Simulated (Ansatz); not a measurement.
# Where Si_C (site 1) puts its levels in the gap of SiC (P6_3mc), part 2 of 2

Charge states of Si_C (site 1) in SiC (P6_3mc), set against the band edges. Model: a cell of 108 host atoms with 1 C taken out and 1 Si put in.

Ansatz; place-levels on r2SCAN runs: charge-transition levels and formation energies with image-charge correction and potential alignment at the atomic sites; PAW set soft_1.

So far: Set-up; What was run first.

**3. Placing the levels, r2SCAN**

A charged cell interacts with its images and the background, and its potential has another zero than the host's. place-levels removes the first by a point-charge model, screened by the static dielectric constant since the ions have relaxed around the charge, and the second by comparing potentials at atoms far from the defect.

The host is a run of the defect-free crystal in the same cutoffs, grids and k-points, so that basis and sampling errors cancel in part in the differences. The host is run in a cell of 12 atoms on a matching mesh. Its band edges are searched through the zone by a band path, so the gap is smaller than, or equal to, that on the mesh. Chemical potentials are energies per atom of C (diamond) and Si (diamond), run with the same functional and cutoff. Carbon is taken as diamond, which semilocal functionals can put about 0.1 eV an atom over graphite.

File levels.point.yaml:

```yaml
host:
  run: host.point.run
states: [qm2.point.run, qm1_M1.point.run, q0.point.run, qp1_M1.point.run, qp2.point.run, qm2_M2.point.run, qp2_M2.point.run]
geometry_from:
  qm2.point.run: qm2.relax.run
  qm1_M1.point.run: qm1_M1.relax.run
  q0.point.run: q0.relax.run
  qp1_M1.point.run: qp1_M1.relax.run
  qp2.point.run: qp2.relax.run
  qm2_M2.point.run: qm2_M2.relax.run
  qp2_M2.point.run: qp2_M2.relax.run
  host.point.run: host.relax.run
chemical_potentials:
  C:
    energy: -251.553391
    dataset: "<sha256 of the dataset>"
  Si:
    energy: -639.06578
    dataset: <sha256 of the dataset>
epsilon: [7.09, 7.09, 7.35]
static_epsilon: [10.43, 10.43, 10.95]
vertical:
  - { from: qm2.point.run, to: qm2.point_neutral.run }
  - { from: qm1_M1.point.run, to: qm1_M1.point_neutral.run }
  - { from: qp1_M1.point.run, to: qp1_M1.point_neutral.run }
  - { from: qp2.point.run, to: qp2.point_neutral.run }
  - { from: qm2_M2.point.run, to: qm2_M2.point_neutral.run }
  - { from: qp2_M2.point.run, to: qp2_M2.point_neutral.run }
```

Launch:

```
ansatz place-levels levels.point.yaml -- --threads 8 --pin off --max-ram 15073MiB
```

The log of the run:

```text
[... repeated set-up lines and file paths are left out, and long positions are rounded to six places ...]
(+2/+1) 0.085 eV beneath the valence edge (-0.295 eV without the band-filling correction), in the valence band
(+1/0) 0.123 eV above the valence edge, 2.246 eV under the conduction edge
(0/-1) 2.405 eV above the valence edge (+2.740 eV without the band-filling correction), in the conduction band
(-1/-2) 2.447 eV above the valence edge (+2.974 eV without the band-filling correction), in the conduction band
formation energy of charge +2: +4.635 eV with the Fermi level at the valence edge
formation energy of charge +1: +4.551 eV with the Fermi level at the valence edge
formation energy of charge 0: +4.673 eV with the Fermi level at the valence edge
formation energy of charge -1: +7.078 eV with the Fermi level at the valence edge
formation energy of charge -2: +9.526 eV with the Fermi level at the valence edge
vertical -2 to 0: no energy, since no alignment is typed
  the change from vertical[0].from (qm2.point.run) to vertical[0].to (qm2.point_neutral.run): by its potential at epsilon [7.09, 7.09, 7.35] it stands at 0.708 0.291 0.530, with an rms radius of about 8.6 Å (3.7 3.6 6.9 Å across the planes of the cell's [...]
vertical -1 to 0: no energy, since no alignment is typed
  the change from vertical[1].from (qm1_M1.point.run) to vertical[1].to (qm1_M1.point_neutral.run): by its potential at epsilon [7.09, 7.09, 7.35] it stands at 0.691 0.307 0.514, with an rms radius of about 8.5 Å (3.6 3.6 6.8 Å across the planes of the cell's [...]
vertical +1 to 0: no energy, since no alignment is typed
  the change from vertical[2].from (qp1_M1.point.run) to vertical[2].to (qp1_M1.point_neutral.run): by its potential at epsilon [7.09, 7.09, 7.35] it stands at 0.568 0.432 0.517, with an rms radius of about 2.4 Å (1.7 1.7 0.0 Å across the planes of the cell's [...]
vertical +2 to 0: no energy, since no alignment is typed
  the change from vertical[3].from (qp2.point.run) to vertical[3].to (qp2.point_neutral.run): by its potential at epsilon [7.09, 7.09, 7.35] it stands at 0.566 0.433 0.523, with an rms radius of about 2.8 Å (1.6 1.5 1.7 Å across the planes of the cell's [...]
vertical -2 to 0: no energy, since no alignment is typed
  the change from vertical[4].from (qm2_M2.point.run) to vertical[4].to (qm2_M2.point_neutral.run): by its potential at epsilon [7.09, 7.09, 7.35] it stands at 0.711 0.286 0.256, with an rms radius of about 8.6 Å (3.7 3.7 6.7 Å across the planes of the cell's [...]
vertical +2 to 0: no energy, since no alignment is typed
  the change from vertical[5].from (qp2_M2.point.run) to vertical[5].to (qp2_M2.point_neutral.run): by its potential at epsilon [7.09, 7.09, 7.35] it stands at 0.554 0.447 0.537, with an rms radius of about 2.8 Å (1.5 1.5 1.9 Å across the planes of the cell's [...]
  edges by r2scan, gap 2.368 eV; the host is sampled to repeats of 18.47 Å
  the defect's cells are sampled to repeats of 18.47 Å, like sampling
  charge +2: -48533.4674 eV with its correction of +0.680 eV, at epsilon [10.43, 10.43, 10.95], aligned at sites: +0.0068 eV, mean over 69 atomic sites at or beyond 4.62 Å from the host's site at [0.5553, 0.4447, 0.5416] by the defect at [0.5556, 0.4444, [...]
  charge +1: -48524.3287 eV with its correction of +0.223 eV, at epsilon [10.43, 10.43, 10.95], aligned at sites: +0.0564 eV, mean over 69 atomic sites at or beyond 4.62 Å from the host's site at [0.5553, 0.4447, 0.5416] by the defect at [0.5556, 0.4444, [...]
  states[3] (qp1_M1.point.run): levels filled in part (TS 0.001 eV): its energy is of no whole electron's
  charge 0: +0.000 eV for its dipole among its images, +0.000 omitted
  charge -1: -48502.5975 eV with its correction of +0.018 eV, at epsilon [10.43, 10.43, 10.95], aligned at sites: +0.1487 eV, mean over 69 atomic sites at or beyond 4.62 Å from the host's site at [0.5553, 0.4447, 0.5416] by the defect at [0.5556, 0.4444, [...]
  states[1] (qm1_M1.point.run): levels filled in part (TS 0.005 eV): its energy is of no whole electron's
  charge -2: -48490.1896 eV with its correction of +0.224 eV, at epsilon [10.43, 10.43, 10.95], aligned at sites: +0.2211 eV, mean over 69 atomic sites at or beyond 4.62 Å from the host's site at [0.5553, 0.4447, 0.5416] by the defect at [0.5556, 0.4444, [...]
  states[0] (qm2.point.run): levels filled in part (TS 0.014 eV): its energy is of no whole electron's
  charge +2: states[4] (qp2.point.run) stands 0.122 eV higher, with a moment of 0.00 μB against 2.00
  states[4] (qp2.point.run): levels filled in part (TS 0.010 eV): its energy is of no whole electron's
  charge -2: states[5] (qm2_M2.point.run) stands 0.022 eV higher, with a moment of 2.00 μB against 0.00
  of states[6] (qp2_M2.point.run): it parts from the run at its places by a charge that spreads by about 1.5 Å along one vector (1.4 Å or more is wide), by its potential at epsilon [7.09, 7.09, 7.35], taken for that of held ions (one typed too small widens [...]
  of states[3] (qp1_M1.point.run): it parts from the run at its places by a charge that spreads by about 1.7 Å along one vector (1.4 Å or more is wide), by its potential at epsilon [7.09, 7.09, 7.35], taken for that of held ions (one typed too small widens [...]
  of states[1] (qm1_M1.point.run): it parts from the run at its places by a charge that spreads by about 3.6 Å along one vector (1.4 Å or more is wide), by its potential at epsilon [7.09, 7.09, 7.35], taken for that of held ions (one typed too small widens [...]
  of states[0] (qm2.point.run): it parts from the run at its places by a charge that spreads by about 3.7 Å along one vector (1.4 Å or more is wide), by its potential at epsilon [7.09, 7.09, 7.35], taken for that of held ions (one typed too small widens it), [...]
  of states[4] (qp2.point.run): it parts from the run at its places by a charge that spreads by about 1.6 Å along one vector (1.4 Å or more is wide), by its potential at epsilon [7.09, 7.09, 7.35], taken for that of held ions (one typed too small widens it), [...]
  of states[5] (qm2_M2.point.run): it parts from the run at its places by a charge that spreads by about 3.7 Å along one vector (1.4 Å or more is wide), by its potential at epsilon [7.09, 7.09, 7.35], taken for that of held ions (one typed too small widens [...]
  vertical[0].from (qm2.point.run): levels filled in part (TS 0.014 eV): its energy is of no whole electron's
  of vertical[0].from (qm2.point.run): its sublattices stand up to 0.0377 Å off the host's, which by the two runs' forces adds about +0.06 eV to its energy against the host's, and moves the band edges: relax the crystal first, and build the cells on it; [...]
  vertical[1].from (qm1_M1.point.run): levels filled in part (TS 0.005 eV): its energy is of no whole electron's
  of vertical[1].from (qm1_M1.point.run): its sublattices stand up to 0.0307 Å off the host's, which by the two runs' forces adds about +0.02 eV to its energy against the host's, and moves the band edges: relax the crystal first, and build the cells on it; [...]
  vertical[2].from (qp1_M1.point.run): levels filled in part (TS 0.001 eV): its energy is of no whole electron's
  of vertical[2].from (qp1_M1.point.run): its sublattices stand up to 0.0389 Å off the host's, which by the two runs' forces adds about +0.02 eV to its energy against the host's, and moves the band edges: relax the crystal first, and build the cells on it; [...]
  vertical[3].from (qp2.point.run): levels filled in part (TS 0.010 eV): its energy is of no whole electron's
  of vertical[3].from (qp2.point.run): its sublattices stand up to 0.0397 Å off the host's, which by the two runs' forces adds about +0.03 eV to its energy against the host's, and moves the band edges: relax the crystal first, and build the cells on it; [...]
  of vertical[4].from (qm2_M2.point.run): its sublattices stand up to 0.0379 Å off the host's, which by the two runs' forces adds about +0.03 eV to its energy against the host's, and moves the band edges: relax the crystal first, and build the cells on it; [...]
  of vertical[5].from (qp2_M2.point.run): stability_check_not_made; [...]
```

Elapsed: 1.1 s, on 8 threads of Arm Neoverse V1, shared host.

Levels between the charges placed, in eV above the valence top:

```tsv
	gap (eV)	(+2/+1)	(+1/0)	(0/−1)	(−1/−2)
r2SCAN	2.37	-0.08	0.12	2.41	2.45
```

Corrections by state:

```tsv
charge	moment (μB)	image terms and alignment (eV)	band filling (eV)	ε used	over the lowest of its charge, as the program ranks them, band filling apart (eV)
+2	2.0	0.680	-0.211	principal values (10.43, 10.43, 10.95)	0.000
+1	1.0	0.223	-	principal values (10.43, 10.43, 10.95)	0.000
0	0.0	0.000	-	-	0.000
−1	1.0	0.018	-0.335	principal values (10.43, 10.43, 10.95)	0.000
−2	0.0	0.224	-0.861	principal values (10.43, 10.43, 10.95)	0.000
+2	0.0	0.678	-	principal values (10.43, 10.43, 10.95)	0.122
−2	2.0	0.220	-	principal values (10.43, 10.43, 10.95)	0.022
```

The charged structures listed were also run neutral, and place-levels reads from each pair, by the potential or the spins, how wide the charge is by which they differ; that can be the carrier of either run.

```tsv
charge	rms radius (Å)	spread where it is widest against the cell (Å)	wide from (Å)	reading
+2	2.8	1.50	1.39	wide
+1	2.4	1.68	1.39	wide
−1	8.5	3.63	1.39	wide
−2	8.6	3.72	1.39	wide
```

The neutral runs of these pairs need not share the spin of the lowest neutral state, and very wide values only mean spread over the cell.

From the program's caveats on the states, each cut to its opening words:

- charge +2 (2 μB): it parts from the run at its places by a charge that spreads by about 1.5 Å along one vector (1.4 Å or more is wide), by its potential at epsilon [7.09, 7.09, [...]
- charge +2 (2 μB): a band-filling correction moves a carrier to the host's band edge, which changes its energy by -0.211 eV
- charge +2 (2 μB): the host's ions (past the first shell or, of a walk that freed a part, those that it held) aren't shown at rest: they stand up to 0.073 Å off their sites, 1.42 [...]
- charge +2 (2 μB), +1 (1 μB), −1 (1 μB), −2 (2 μB): flagged: stability check not made
- charge +1 (1 μB): it parts from the run at its places by a charge that spreads by about 1.7 Å along one vector (1.4 Å or more is wide), by its potential at epsilon [7.09, 7.09, [...]
- charge +1 (1 μB): the host's ions (past the first shell or, of a walk that freed a part, those that it held) aren't shown at rest: they stand up to 0.094 Å off their sites, 3.11 [...]
- charge +1 (1 μB): its sublattices stand up to 0.0389 Å off the host's, which by the two runs' forces adds about +0.02 eV to its energy against the host's, and moves the band [...]
- charge −1 (1 μB): it parts from the run at its places by a charge that spreads by about 3.6 Å along one vector (1.4 Å or more is wide), by its potential at epsilon [7.09, 7.09, [...]
- charge −1 (1 μB): a band-filling correction moves a carrier to the host's band edge, which changes its energy by -0.335 eV
- charge −1 (1 μB): its alignment with the host at atomic sites is doubtful: the mean over the far sites moves by -0.0845 eV from their farther parts to their nearer, more than [...]
- charge −1 (1 μB): the host's ions (past the first shell or, of a walk that freed a part, those that it held) aren't shown at rest: they stand up to 0.087 Å off their sites, 2.90 [...]
- charge −1 (1 μB): its sublattices stand up to 0.0307 Å off the host's, which by the two runs' forces adds about +0.02 eV to its energy against the host's, and moves the band [...]
- charge −1 (1 μB): its moments are held at its close (magnetization.spin_locking), by a field of 0.033 eV a Bohr magneton, and its energy and levels are of the state that this [...]
- charge −2, −2 (2 μB): it parts from the run at its places by a charge that spreads by about 3.7 Å along one vector (1.4 Å or more is wide), by its potential at epsilon [7.09, 7.09, [...]

The host's formation energy from the elements is -0.356 eV per atom; it sets how far the chemical potentials can move.

Limit set by the element alone; other compounds of these elements are not counted. Chemical potentials from the elements' reference states: C 0.00 eV, Si -0.71 eV. Formation energies (C-rich), with the Fermi level at the valence top and at the conduction bottom (gap 2.37 eV):

```tsv
charge	at valence top (eV)	at conduction bottom (eV)	correction included (eV)
+2	5.35	10.08	0.47
+1	5.26	7.63	0.22
0	5.39	5.39	0.00
−1	7.79	5.42	-0.32
−2	10.24	5.50	-0.64
```

```
Fermi level (eV)  lowest formation energy (eV)
            0.00                          5.26
            0.22                          5.39
            0.43                          5.39
            0.65                          5.39
            0.86                          5.39
            1.08                          5.39
            1.29                          5.39
            1.51                          5.39
            1.72                          5.39
            1.94                          5.39
            2.15                          5.39
            2.37                          5.39
```

Limit set by the element alone; other compounds of these elements are not counted. Chemical potentials from the elements' reference states: Si 0.00 eV, C -0.71 eV. Formation energy by charge state (Si-rich; gap 2.37 eV):

```tsv
charge	at valence top (eV)	at conduction bottom (eV)	correction included (eV)
+2	3.92	8.66	0.47
+1	3.84	6.21	0.22
0	3.96	3.96	0.00
−1	6.37	4.00	-0.32
−2	8.81	4.08	-0.64
```

Fermi level (eV), lowest formation energy (eV) and a bar from the least value:
```
     0.00       3.84 
     0.22       3.96 ##############################
     0.43       3.96 ##############################
     0.65       3.96 ##############################
     0.86       3.96 ##############################
     1.08       3.96 ##############################
     1.29       3.96 ##############################
     1.51       3.96 ##############################
     1.72       3.96 ##############################
     1.94       3.96 ##############################
     2.15       3.96 ##############################
     2.37       3.96 ##############################
```

**4. The same at the relaxations' own k-points**

The relaxations' own energies give the levels at their sampling, for comparison.

File levels.relax_mesh.yaml:

```yaml
host:
  run: host.relax.run
states: [qm2.relax.run, qm1_M1.relax.run, q0.relax.run, qp1_M1.relax.run, qp2.relax.run, qm2_M2.relax.run, qp2_M2.relax.run]
chemical_potentials:
  C:
    energy: -251.553391
    dataset: "<sha256 of the dataset>"
  Si:
    energy: -639.06578
    dataset: <sha256 of the dataset>
```

Launch:

```
ansatz place-levels levels.relax_mesh.yaml -- --threads 8 --pin off --max-ram 15073MiB
```

The log of the run:

```text
[...]
(+1/0) 0.118 eV above the valence edge, 2.260 eV under the conduction edge
[...]
formation energy of charge +2: +4.584 eV with the Fermi level at the valence edge
formation energy of charge +1: +4.466 eV with the Fermi level at the valence edge
formation energy of charge 0: +4.583 eV with the Fermi level at the valence edge
formation energy of charge -1: +7.009 eV with the Fermi level at the valence edge
formation energy of charge -2: +9.440 eV with the Fermi level at the valence edge
  edges by r2scan, gap 2.378 eV; the host is sampled to repeats of 16.00 Å
[... the lines on each state left out ...]
```

Elapsed: 0.3 s, on 8 threads.

Levels between neighbouring charges, in eV above the valence top:

```tsv
	gap (eV)	(+2/+1)	(+1/0)	(0/−1)	(−1/−2)
one point at (¼, ¼, ¼)	2.38	-0.12	0.12	2.43	2.43
a 2×2×2 shifted mesh	2.37	-0.08	0.12	2.41	2.45
```

Going from one point at (¼, ¼, ¼) to a 2×2×2 shifted mesh moves the levels that carry no band-filling term by up to 0.00 eV and formation energies against the elements by up to 0.09 eV; band-filling terms, which differ between samplings, are in these energies.

**5. Summary of results**

```yaml
gap_of_the_host: 2.37 eV (r2SCAN)
level_plus_2_plus_1: 0.08 eV below the valence top (-0.30 eV above the valence top without the band-filling term)
level_plus_1_over_0: 0.12 eV above the valence top
level_0_minus_1: 2.41 eV above the valence top, past the conduction bottom (2.74 eV above the valence top without the band-filling term)
level_minus_1_minus_2: 2.45 eV above the valence top, past the conduction bottom (2.97 eV above the valence top without the band-filling term)
lowest_of_the_charges_placed_just_above_the_valence_top_0p02_ev: +1
lowest_of_the_charges_placed_just_below_the_conduction_bottom_0p02_ev: 0
lowest_formation_energy_at_mid_gap_of_the_charges_run_c_rich: 5.39 eV
lowest_formation_energy_at_mid_gap_of_the_charges_run_si_rich: 3.96 eV
```

**Reading.** Of the charges placed (−2, −1, 0, +1 and +2), the lowest changes at 0.12 eV (+1/0) above the valence top, in a gap of 2.37 eV. (+1/0) lies nearer to a band edge than the share of the finite-size correction in it (0.22 eV), and that correction holds for a localised charge alone. (+1/0) lies 0.12 eV from a band edge, less than the doubt on such levels. States placed: +2 at 2 μB and 0 μB; +1 at 1 μB; 0 at 0 μB; −1 at 1 μB; −2 at 0 μB and 2 μB. Other spin states or structures, where not listed, weren't placed. The program finds carriers beyond a band edge of the host and adds a band-filling term at charge −2 (-0.86 eV), −1 (-0.34 eV) and +2 (-0.21 eV); steps to such a charge show no bound level, and a defect level inside a band would be read the same way. Going from one point at (¼, ¼, ¼) to a 2×2×2 shifted mesh moves the levels that carry no band-filling term by up to 0.00 eV and formation energies against the elements by up to 0.09 eV; band-filling terms, which differ between samplings, are in these energies. The program doubts the alignment of potentials for at least one state, a sign that the cell is small. Keep in mind: r2SCAN makes the gap too small and tends to spread out bound carriers; force components of up to 0.75 eV/Å remain in a run at the final settings.

Calculation against experiment:

```
                             quantity  measured           r2SCAN
band gap (least gap of the host) (eV)      3.03  2.37 (-0.66 eV)
```

Measured values from arxiv:1806.04908 (2018).

How well it matches: The band gap is off by -0.66 eV: a clear miss. Local and semilocal functionals usually give gaps below the measured ones. Zero-point and thermal motion shift the measured gap.

[Logs are printed without paths, hosts, clocks, repeated set-up lines and the standing remarks that a program may print on its own settings, such as how far it seeks lower states.]

[Hosts, paths, dates, database ids (printed as entryN), source tags and the programs' standing remarks are cut or masked in the printed files.]

[Where a table of states has a column of steps, it counts the stored structures, which are thinned; the runs took as many ionic steps or more.]

[A defect's name tells the site on which it was built; relaxed atoms can leave that site.]

[For some hosts the program warned that the k-mesh of the response run may be too coarse for force constants and the static dielectric constant; such warnings are not shown here.]
